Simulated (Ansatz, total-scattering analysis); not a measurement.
# From S(Q) to neighbour shells

The sample: aqueous NaCl (30 H2O, 2 Na+ and 2 Cl-; O 31.9, H 63.8, Na 2.1, Cl 2.1 atom %) at 330 K, fixed volume (mean pressure -1.2 GPa), ρ₀ = 0.0973 Å⁻³. The data come from ab initio molecular dynamics with Ansatz (LDA, plane waves, PAW default files, Langevin thermostat, no spin, fixed volume, H with the mass of D). The average runs over 0.90 ps of 94 atoms, so shells between rare elements are rough. Mean temperature 334 K, largest m.s.d. 0.96 Å², energy drift -8 meV an atom (last third less first, no steady trend), Langevin friction 10 ps⁻¹; the first quarter of the run is discarded. Start: last frame of a classical run of this cell at the same density and temperature. So short a stretch relaxes bonds and nearest shells but still remembers its start. It is a liquid as far as so short a run tells. LDA overbinds hydrogen bonds, so O–O contacts come out short and the liquid too structured.

S(Q) is the Faber–Ziman total, Σ ci cj fi fj (Sij − 1)/⟨f⟩² + 1. Below 4 Å⁻¹ the partials are summed on the cell's own reciprocal vectors (from 0.64 Å⁻¹) and folded with a Gaussian of σ = 0.14 Å⁻¹; above it they are transforms of g(r) out to 6.7 Å, tapered over the last 40 %. The fold lowers sharp peaks, and with so few vectors their positions are good to about 0.1 Å⁻¹. X-rays take neutral-atom form factors, neutrons coherent lengths (O 5.8037, H 6.6681, Na 3.63, Cl 9.5792 fm). Hydrogen is taken as deuterium. G(r) = 4πrρ₀[g(r) − 1] carries the resolution of a Lorch-windowed transform up to 20 Å⁻¹. The patterns are simulated, not measured. LDA overbinds hydrogen bonds, so O–O contacts come out short and the liquid too structured. The cell is small: beyond half the box only the part of each shell inside it is counted, and low-Q values rest on few vectors.

```csv
Q (Å⁻¹),X-ray,neutron
0.6,-0.69,0.64
0.9,-0.64,0.34
1.2,-0.40,0.60
1.5,0.08,0.91
1.8,1.13,1.70
2.1,1.20,1.60
2.4,1.14,1.14
2.7,1.56,1.02
3.0,1.52,0.83
3.3,1.05,0.71
3.6,0.79,0.84
3.9,0.65,0.95
4.2,0.76,0.96
4.5,0.91,0.88
4.8,0.98,0.80
5.1,1.03,0.78
5.4,1.07,0.83
5.7,1.06,0.90
6.0,1.00,0.96
6.3,0.96,1.00
6.6,0.96,1.02
6.9,0.97,1.04
7.2,0.98,1.07
7.5,1.00,1.09
7.8,1.05,1.12
8.1,1.08,1.15
8.4,1.05,1.17
8.7,0.99,1.16
9.0,0.95,1.11
9.3,0.96,1.05
9.6,0.98,0.99
9.9,1.01,0.94
10.2,1.04,0.89
10.5,1.05,0.87
10.8,1.00,0.85
11.1,0.95,0.85
11.4,0.93,0.88
11.7,0.97,0.93
12.0,1.02,0.98
```

G(r):

| r (Å) | X-ray | neutron |
| --- | --- | --- |
| 0.6 | -0.38 | -0.74 |
| 0.7 | -0.32 | -1.00 |
| 0.8 | -0.21 | -0.13 |
| 0.9 | -0.10 | 1.92 |
| 1.0 | -0.11 | 3.08 |
| 1.1 | -0.28 | 1.86 |
| 1.2 | -0.56 | -0.47 |
| 1.3 | -0.86 | -1.59 |
| 1.4 | -1.09 | -1.03 |
| 1.5 | -1.28 | -0.03 |
| 1.6 | -1.47 | 0.44 |
| 1.7 | -1.65 | 0.14 |
| 1.8 | -1.83 | -0.58 |
| 1.9 | -2.00 | -1.00 |
| 2.0 | -2.00 | -0.81 |
| 2.1 | -1.71 | -0.47 |
| 2.2 | -1.29 | -0.39 |
| 2.3 | -0.93 | -0.55 |
| 2.4 | -0.36 | -0.78 |
| 2.5 | 0.66 | -0.95 |
| 2.6 | 1.52 | -0.96 |
| 2.7 | 1.46 | -0.88 |
| 2.8 | 0.62 | -0.74 |
| 2.9 | 0.10 | -0.46 |
| 3.0 | 0.35 | -0.05 |
| 3.1 | 0.75 | 0.34 |
| 3.2 | 0.70 | 0.59 |
| 3.3 | 0.28 | 0.70 |
| 3.4 | -0.16 | 0.70 |
| 3.5 | -0.36 | 0.67 |
| 3.6 | -0.28 | 0.68 |
| 3.7 | -0.11 | 0.66 |
| 3.8 | -0.03 | 0.55 |
| 3.9 | 0.00 | 0.39 |
| 4.0 | 0.09 | 0.26 |
| 4.1 | 0.21 | 0.17 |
| 4.2 | 0.32 | 0.15 |
| 4.3 | 0.43 | 0.17 |
| 4.4 | 0.51 | 0.20 |
| 4.5 | 0.54 | 0.23 |
| 4.6 | 0.58 | 0.23 |
| 4.7 | 0.72 | 0.20 |
| 4.8 | 0.82 | 0.15 |
| 4.9 | 0.68 | 0.10 |
| 5.0 | 0.35 | 0.05 |
| 5.1 | 0.04 | 0.00 |
| 5.2 | -0.15 | -0.03 |
| 5.3 | -0.21 | -0.06 |
| 5.4 | -0.19 | -0.08 |
| 5.5 | -0.21 | -0.12 |
| 5.6 | -0.37 | -0.23 |
| 5.7 | -0.50 | -0.38 |
| 5.8 | -0.47 | -0.47 |
| 5.9 | -0.37 | -0.44 |
| 6.0 | -0.33 | -0.36 |

Q: Assign the low-r maxima. Which coordination numbers can be read off, and what are they?

Each pair enters with the weight ci cj fi fj (2 − δij)/⟨f⟩², taking f = Z for X-rays at Q = 0: O–O 0.45 / 0.08; H–H 0.03 / 0.44; O–H 0.23 / 0.39; O–Cl 0.13 / 0.02; O–Na 0.08 / 0.01; H–Cl 0.03 / 0.04; H–Na 0.02 / 0.02; Na–Cl 0.01 / 0.00 (X-ray / neutron).

| radiation | maximum (Å) | G (Å⁻²) | pairs that make it (share of the curvature of G, each pair at the same resolution) |
| --- | --- | --- | --- |
| X-ray | 0.95 | -0.08 | O–H 100 % |
| X-ray | 2.64 | 1.65 | O–O 100 % |
| X-ray | 3.14 | 0.80 | O–Cl 91 % |
| neutron | 1.00 | 3.13 | O–H 100 % |
| neutron | 1.61 | 0.46 | H–H 83 %, O–H 17 % |
| neutron | 2.18 | -0.37 | H–H 75 %, H–Cl 23 % |
| neutron | 3.35 | 0.71 | O–H 60 %, O–O 20 %, H–H 15 % |

The first neutron peak is mostly one pair, so its area estimates the neighbours: ∫ r [G + 4πρ₀r] dr from 0.55 to 1.28 Å is 1.23, and times c(H)/weight = 0.638/0.386 gives 2.0 H around each O; the count from the coordinates is 2.00.

From the coordinates:

```csv
pair,first peak (Å),g there,first minimum (Å),g there,neighbours,kind
O–H,1.00,25.4,1.28,0.05,"2.0 H per O, 1.0 O per H",within molecules
H–H,1.59,2.8,1.84,0.41,1.1,within molecules
H–Cl,2.11,3.4,2.92,0.30,"0.2 Cl per H, 6.0 H per Cl",between molecules
O–Na,2.25,5.8,3.02,0.25,"0.3 Na per O, 4.7 O per Na",between molecules
O–O,2.67,2.9,3.12,0.64,3.2,between molecules
```

Distances within molecules give the sharpest pair functions, and with hydrogen they rule the neutron S(Q) at high Q: O–H 1.00 Å and H–H 1.59 Å (first peaks only). Between molecules or ions, shells with a clear end include O–Na at 2.25 Å (0.3 Na per O, 4.7 O per Na). On the last frame 95 % of the H on O, N or F point at an acceptor of another molecule or at an anion within hydrogen-bond range (2.35 Å to O, N, F; 2.85 Å to Cl, Br, I).

[Logs are printed without paths, hosts, clocks, repeated set-up lines and the standing remarks that a program may print on its own settings, such as how far it seeks lower states.]
